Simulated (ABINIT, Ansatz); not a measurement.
# Converging GW for Y2CN2O2 (P-3m1) in ABINIT

Wanted: a converged G0W0 gap of Y2CN2O2 (P-3m1), or an estimate of the limit.

Calculated with ABINIT 10.8.3; LDA and many-body steps on it, plane waves.

### 1. Starting point

It takes space group P-3m1 (No. 164, trigonal). The conventional cell has a = 3.699 Å, b = 3.699 Å, c = 8.169 Å, α = 90.00°, β = 90.00°, γ = 120.00°. Nearest to Y lie 4 O at 2.22 to 2.29 Å and 3 N at 2.56 Å. C has 2 N at 1.23 Å nearest. Nearest to N lie 1 C at 1.23 Å and 3 Y at 2.56 Å. Nearest to O lie 4 Y at 2.22 to 2.29 Å. Farther neighbours and most contacts between anions are not listed.

The cell and positions are those that the Materials Project relaxed with its own functionals (PBE, PBE+U or r2SCAN), kept fixed.

### 2. Empty states on the mesh, 3×3×1 mesh, 199 bands

This step: ABINIT 10.8.3; DFT, LDA, plane waves, norm-conserving pseudopotentials.

The sums over transitions need many empty states on a uniform mesh; this step solves for them.

The input, run.abi:

```
acell 3*1.0 Angstrom
rprim 
  3.698989096613 -0.000000000003 0.000000000000
  -1.849494548304 3.203418525990 0.000000000000
  0.000000000000 0.000000000000 8.168855210000
ntypat 4
znucl 39 6 7 8
natom 7
typat 1 1 2 3 3 4 4
xred 
  0.333333333333 0.666666666667 0.677519680000
  0.666666666667 0.333333333333 0.322480320000
  0.000000000000 0.000000000000 0.000000000000
  0.000000000000 0.000000000000 0.150149940000
  0.000000000000 0.000000000000 0.849850060000
  0.333333333333 0.666666666667 0.396659330000
  0.666666666667 0.333333333333 0.603340670000
pp_dirpath "pseudos"
pseudos "Y.upf, C.upf, N.upf, O.upf"
ecut 37
ngkpt 3 3 1
nshiftk 1
shiftk 0 0 0
kptopt 1
chksymbreak 0
iscf -2
irdden 1
istwfk *1
nband 199
nbdbuf 18
tolwfr 1e-09
nstep 60
prtvol 0
indata_prefix "in"
outdata_prefix "out"
tmpdata_prefix "tmp"
```

On the command line:

```sh
$ OMP_NUM_THREADS=1 mpirun -n 3 abinit run.abi > log
```

Numbers of over 12 decimals in the logs are rounded to 6 here.

Output:

```text
.Version 10.8.3 of ABINIT. v10.8.2 released Aug 2026.

 Symmetries : space group P-3 m 1 (#164); Bravais hP (primitive hexag.)
[... echo of the input left out ...]
== DATASET  1 ==================================================================
-   mpi_nproc: 3, omp_nthreads: 1 (-1 if OMP is not activated)

--- !DatasetInfo
iteration_state: {dtset: 1, }
dimensions: {natom: 7, nkpt: 3, mband: 199, nsppol: 1, nspinor: 1, nspden: 1, mpw: 7075, }
cutoff_energies: {ecut:  37.0, pawecutdg:  -1.0, }
[...]
2.74948    2.74948    2.75554    2.76774    2.77302    2.80505    2.80505    2.81904
   2.86463    2.86463    2.89685    2.94835    2.94835    2.96115    2.96360    2.96361
   2.97873    2.99727    3.00098    3.00121    3.05165    3.05457    3.05964
 prteigrs : prtvol=0 or 1, do not print more k-points.

== END DATASET(S) ==============================================================
================================================================================

 -outvars: echo values of variables after computation  --------
            nband         199
             nkpt           3
          spgroup         164
 [... the other variables as echoed above ...]

 Calculation completed.
```

Elapsed: 59 s, on 3 MPI ranks of Intel Xeon Platinum 8488C (Sapphire Rapids), shared host; peak memory 0.37 GiB; 2.9 min of CPU time.

Numbers from this step:

* gap: 3.727 eV
* k of the valence top: 0, 0, 0
* k of the conduction bottom: 0, 0, 0
* least direct gap: 3.727 eV
* k points computed: 3
* lowest point of the top converged band, above the valence top: 71.0089 eV

On this mesh the gap is 3.727 eV.

The density comes from a self-consistent run that is not shown.

### 3. Screening, 3×3×1 mesh, 43 bands, screening to 62.6 eV

The RPA dielectric matrix is built and inverted for each q.

This step: RPA screening on LDA, plane waves, norm-conserving pseudopotentials.

run.abi: that of step 2 with these lines changed.

```diff
@@ -25,10 +25,11 @@
 chksymbreak 0
-iscf -2
-irdden 1
 istwfk *1
-nband 199
-nbdbuf 18
-tolwfr 1e-09
-nstep 60
-prtvol 0
+occopt 1
+irdwfk 1
+optdriver 3
+nband 43
+ecuteps 2.3
+inclvkb 2
+awtr 1
+symchi 1
 indata_prefix "in"
```

On the command line:

```sh
$ OMP_NUM_THREADS=1 mpirun -n 4 abinit run.abi > log
```

Output:

```text
.Version 10.8.3 of ABINIT. v10.8.2 released Aug 2026.

 Symmetries : space group P-3 m 1 (#164); Bravais hP (primitive hexag.)
[... echo of the input left out ...]
== DATASET  1 ==================================================================
-   mpi_nproc: 4, omp_nthreads: 1 (-1 if OMP is not activated)

--- !DatasetInfo
iteration_state: {dtset: 1, }
dimensions: {natom: 7, nkpt: 3, mband: 43, nsppol: 1, nspinor: 1, nspden: 1, mpw: 7075, }
cutoff_energies: {ecut:  37.0, pawecutdg:  -1.0, }
electrons: {nelect:   4.80000000E+01, charge:   0.00000000E+00, occopt:   1.00000000E+00, tsmear:   1.00000000E-02, }

 SCREENING: Calculation of the susceptibility and dielectric matrices

 Based on a program developped by R.W. Godby, V. Olevano, G. Onida, and L. Reining.
 Incorporated in ABINIT by V. Olevano, G.-M. Rignanese, and M. Torrent.
.Using double precision arithmetic ; gwpc =  8

[... cell and pseudopotentials left out ...]
--------------------------------------------------------------------------------

 ==== K-mesh for the wavefunctions ====
 Number of points in the irreducible wedge :     3
[... list of points left out ...]
 Together with 12 symmetry operations and time-reversal symmetry
 yields     9 points in the full Brillouin Zone.

 ==== Q-mesh for the screening function ====
 Number of points in the irreducible wedge :     3
[... list of points left out ...]
 Together with 12 symmetry operations and time-reversal symmetry
 yields     9 points in the full Brillouin Zone.

 setmesh: FFT mesh size selected  =    24x   24x   54
          total number of points  =        31104

 vcoul_init : cutoff-mode = AUXILIARY_FUNCTION
 q-points for optical limit:   1
     1)      0.000010    0.000020    0.000030

- screening: taking advantage of time-reversal symmetry
- Maximum band index for partially occupied states nbvw = 24
- Remaining bands to be divided among processors   nbcw = 19
- Number of bands treated by each node ~4

 Number of electrons calculated from density =   48.0000; Expected =   48.0000
 average of density, n =  0.073483
 r_s =    1.4811
 omega_plasma =   26.1486 [eV]

 calculating chi0 at frequencies [eV] :
  1    0.000000E+00    0.000000E+00
  2    0.000000E+00    2.614863E+01

--------------------------------------------------------------------------------
  q-point number  1        q = ( 0.000000, 0.000000, 0.000000) [r.l.u.]
--------------------------------------------------------------------------------
[... chi0 elements left out ...]
 For q-point:  0.000010 0.000020 0.000030
  dielectric constant =   3.7056
  dielectric constant without local fields =   4.0255

  Average fulfillment of the sum rule on Im[epsilon] for q-point    1 :     33.87  [%]
[... wings left out ...]
  q-point number  2        q = ( 0.333333, 0.000000, 0.000000) [r.l.u.]
--------------------------------------------------------------------------------
[... chi0 elements left out ...]
  Average fulfillment of the sum rule on Im[epsilon] for q-point    2 :     32.69  [%]

 [... 1 further q-points ...]
```

It took 6.4 s on 4 MPI ranks; peak memory 0.53 GiB.

This step gave:

| Property | Result |
| --- | --- |
| ε∞ with local fields, on this mesh, along the program's q direction | 3.706 |
| the same without local fields | 4.026 |
| plasma frequency | 26.15 eV |
| plane waves in the screening matrix | 113 |

Local fields lower ε∞ by 8 %. On a Γ-centred mesh this coarse the value itself is usually too large, while a short band sum pulls it down.

### 4. 43 bands, 62.6 eV

The self-energy is evaluated for the states that the input lists, and the levels follow from it, in one-shot runs by the linearised quasiparticle equation.

This step: G0W0 on LDA, plane waves, norm-conserving pseudopotentials.

run.abi: that of step 3 with these lines changed.

```diff
@@ -28,8 +28,15 @@
 irdwfk 1
-optdriver 3
+optdriver 4
 nband 43
+gwcalctyp 0
+ecutsigx 37
+symsigma 1
+nkptgw 1
+kptgw 
+  0.0000000000 0.0000000000 0.0000000000
+bdgw 
+  23 26
 ecuteps 2.3
-inclvkb 2
-awtr 1
-symchi 1
+irdscr 1
+ppmodel 1
 indata_prefix "in"
```

Output:

```text
.Version 10.8.3 of ABINIT. v10.8.2 released Aug 2026.

 Symmetries : space group P-3 m 1 (#164); Bravais hP (primitive hexag.)
[... echo of the input left out ...]
== DATASET  1 ==================================================================
-   mpi_nproc: 4, omp_nthreads: 1 (-1 if OMP is not activated)

--- !DatasetInfo
iteration_state: {dtset: 1, }
dimensions: {natom: 7, nkpt: 3, mband: 43, nsppol: 1, nspinor: 1, nspden: 1, mpw: 7075, }
cutoff_energies: {ecut:  37.0, pawecutdg:  -1.0, }
electrons: {nelect:   4.80000000E+01, charge:   0.00000000E+00, occopt:   1.00000000E+00, tsmear:   1.00000000E-02, }

 SIGMA: Calculation of the GW corrections

 Based on a program developped by R.W. Godby, V. Olevano, G. Onida, and L. Reining.
 Incorporated in ABINIT by V. Olevano, G.-M. Rignanese, and M. Torrent.
.Using double precision arithmetic ; gwpc =  8

[... cell and pseudopotentials left out ...]
--------------------------------------------------------------------------------

 ==== K-mesh for the wavefunctions ====
 Number of points in the irreducible wedge :     3
[... list of points left out ...]
 Together with 12 symmetry operations and time-reversal symmetry
 yields     9 points in the full Brillouin Zone.

 ==== Q-mesh for screening function ====
 Number of points in the irreducible wedge :     3
[... list of points left out ...]
 Together with 12 symmetry operations and time-reversal symmetry
 yields     9 points in the full Brillouin Zone.

 vcoul_init : cutoff-mode = AUXILIARY_FUNCTION
 q-points for optical limit:   1
     1)      0.000010    0.000020    0.000030
 setmesh: FFT mesh size selected  =    36x   36x   90
          total number of points  =       116640

 Number of electrons calculated from density =   48.0000; Expected =   48.0000
 average of density, n =  0.073483
 r_s =    1.4811
 omega_plasma =   26.1486 [eV]

 === KS Band Gaps ===
  >>>> For spin  1
   Minimum direct gap =   3.7273 [eV], located at k-point      :   0.0000  0.0000  0.0000
   Fundamental gap    =   3.7273 [eV], Top of valence bands at :   0.0000  0.0000  0.0000
                                       Bottom of conduction at :   0.0000  0.0000  0.0000
 SIGMA fundamental parameters:
 PLASMON POLE MODEL  1
 number of plane-waves for SigmaX                 7075
 number of plane-waves for SigmaC and W            113
 number of plane-waves for wavefunctions          7075
 number of bands                                    43
 number of independent spin polarizations            1
 number of spinorial components                      1
 number of k-points in IBZ                           3
 number of q-points in IBZ                           3
 number of symmetry operations                      12
 number of k-points in BZ                            9
 number of q-points in BZ                            9
 number of frequencies for dSigma/dE                 9
 frequency step for dSigma/dE [eV]                0.25
 number of omega for Sigma on real axis              0
 max omega for Sigma on real axis  [eV]           0.00
 zcut for avoiding poles [eV]                     0.10

 EPSILON^-1 parameters (SCR file):
 dimension of the eps^-1 matrix on file            113
 dimension of the eps^-1 matrix used               113
 number of plane-waves for wavefunctions          7075
 number of bands                                    43
 number of q-points in IBZ                           3
 number of frequencies                               2
 number of real frequencies                          1
 number of imag frequencies                          1

 matrix elements of self-energy operator (all in [eV])

 Perturbative Calculation

--- !SelfEnergy_ee
iteration_state: {dtset: 1, }
kpoint     : [   0.000,    0.000,    0.000, ]
spin       : 1
KS_gap     :    3.727
QP_gap     :    5.517
Delta_QP_KS:    1.790
data: !SigmaeeData |
     Band     E0 <VxcDFT>   SigX SigC(E0)      Z dSigC/dE  Sig(E)    E-E0       E
       23   4.449 -17.022 -20.733   3.672   0.795  -0.258 -17.053  -0.031   4.418
       24   4.449 -17.022 -20.733   3.672   0.795  -0.258 -17.053  -0.031   4.418
       25   8.176  -9.135  -4.349  -2.742   0.860  -0.162  -7.376   1.759   9.935
       26   9.661 -10.760  -5.573  -2.772   0.853  -0.173  -8.701   2.059  11.721

== END DATASET(S) ==============================================================
================================================================================

 -outvars: echo values of variables after computation  --------
           etotal      0.0000000000E+00
            nband          43
             nkpt           3
          spgroup         164
 [... the other variables as echoed above ...]

 Calculation completed.
```

Run time: 3.9 s. Hardware: 4 MPI ranks; peak memory 0.25 GiB; 15 s of CPU time.

This step gave:

```yaml
g0w0_gap_on_the_points_computed: 5.517 eV
starting_gap_on_the_mesh: 3.727 eV
k_of_the_valence_top: 0, 0, 0
k_of_the_conduction_bottom: 0, 0, 0
z_at_the_valence_top: 0.795
z_at_the_conduction_bottom: 0.86
least_direct_g0w0_gap_on_the_computed_points: 5.517 eV
```

The gap on the mesh goes from 3.73 eV to 5.52 eV, a correction of +1.79 eV.

### 5. Screening, 3×3×1 mesh, 88 bands, screening to 114.3 eV

This step: RPA screening on LDA, plane waves, norm-conserving pseudopotentials.

run.abi: that of step 4 with these lines changed.

```diff
@@ -28,15 +28,8 @@
 irdwfk 1
-optdriver 4
-nband 43
-gwcalctyp 0
-ecutsigx 37
-symsigma 1
-nkptgw 1
-kptgw 
-  0.0000000000 0.0000000000 0.0000000000
-bdgw 
-  23 26
-ecuteps 2.3
-irdscr 1
-ppmodel 1
+optdriver 3
+nband 88
+ecuteps 4.2
+inclvkb 2
+awtr 1
+symchi 1
 indata_prefix "in"
```

Output:

```text
.Version 10.8.3 of ABINIT. v10.8.2 released Aug 2026.

 Symmetries : space group P-3 m 1 (#164); Bravais hP (primitive hexag.)
[... echo of the input left out ...]
== DATASET  1 ==================================================================
-   mpi_nproc: 4, omp_nthreads: 1 (-1 if OMP is not activated)

--- !DatasetInfo
iteration_state: {dtset: 1, }
dimensions: {natom: 7, nkpt: 3, mband: 88, nsppol: 1, nspinor: 1, nspden: 1, mpw: 7075, }
cutoff_energies: {ecut:  37.0, pawecutdg:  -1.0, }
electrons: {nelect:   4.80000000E+01, charge:   0.00000000E+00, occopt:   1.00000000E+00, tsmear:   1.00000000E-02, }

 SCREENING: Calculation of the susceptibility and dielectric matrices

 Based on a program developped by R.W. Godby, V. Olevano, G. Onida, and L. Reining.
 Incorporated in ABINIT by V. Olevano, G.-M. Rignanese, and M. Torrent.
.Using double precision arithmetic ; gwpc =  8

[... cell and pseudopotentials left out ...]
--------------------------------------------------------------------------------

 ==== K-mesh for the wavefunctions ====
 Number of points in the irreducible wedge :     3
[... list of points left out ...]
 Together with 12 symmetry operations and time-reversal symmetry
 yields     9 points in the full Brillouin Zone.

 ==== Q-mesh for the screening function ====
 Number of points in the irreducible wedge :     3
[... list of points left out ...]
 Together with 12 symmetry operations and time-reversal symmetry
 yields     9 points in the full Brillouin Zone.

 setmesh: FFT mesh size selected  =    24x   24x   60
          total number of points  =        34560

 vcoul_init : cutoff-mode = AUXILIARY_FUNCTION
 q-points for optical limit:   1
     1)      0.000010    0.000020    0.000030

- screening: taking advantage of time-reversal symmetry
- Maximum band index for partially occupied states nbvw = 24
- Remaining bands to be divided among processors   nbcw = 64
- Number of bands treated by each node ~16

 Number of electrons calculated from density =   48.0000; Expected =   48.0000
 average of density, n =  0.073483
 r_s =    1.4811
 omega_plasma =   26.1486 [eV]

 calculating chi0 at frequencies [eV] :
  1    0.000000E+00    0.000000E+00
  2    0.000000E+00    2.614863E+01

--------------------------------------------------------------------------------
  q-point number  1        q = ( 0.000000, 0.000000, 0.000000) [r.l.u.]
--------------------------------------------------------------------------------
[... chi0 elements left out ...]
 For q-point:  0.000010 0.000020 0.000030
  dielectric constant =   3.8308
  dielectric constant without local fields =   4.2947

  Average fulfillment of the sum rule on Im[epsilon] for q-point    1 :     57.30  [%]
[... wings left out ...]
  q-point number  2        q = ( 0.333333, 0.000000, 0.000000) [r.l.u.]
--------------------------------------------------------------------------------
[... chi0 elements left out ...]
  Average fulfillment of the sum rule on Im[epsilon] for q-point    2 :     58.52  [%]

 [... 1 further q-points ...]
```

Elapsed: 14 s, on 4 MPI ranks; peak memory 0.82 GiB.

This step gave:

- ε∞ with local fields, on this mesh, along the program's q direction: 3.831
- the same without local fields: 4.295
- plasma frequency: 26.15 eV
- plane waves in the screening matrix: 273

[end of part 1 of 2]

[Paths, hosts, dates, memory and timing lines, banners, echoed tables and standing remarks are left out of the program output.]

[Logs are printed without paths, hosts, clocks, repeated set-up lines and the standing remarks that a program may print on its own settings, such as how far it seeks lower states.]

[Runs of the session that timed out or met a known fault of the program may be left out.]

[No measured gap is set beside runs whose start may be inverted or whose files or cutoffs have a known fault.]

[Hosts, paths, dates, database ids (printed as entryN), source tags and the programs' standing remarks are cut or masked in the printed files.]

[G0W0 gaps are taken among the corrected bands and points alone; a level outside them can change the order at an edge.]

[Where Ansatz stands beside ABINIT at settings called matched, ABINIT's density can come from a denser mesh and the files from another edition; pairs whose starting gaps differed by over 0.03 eV were left out, so agreement reads better than it is.]
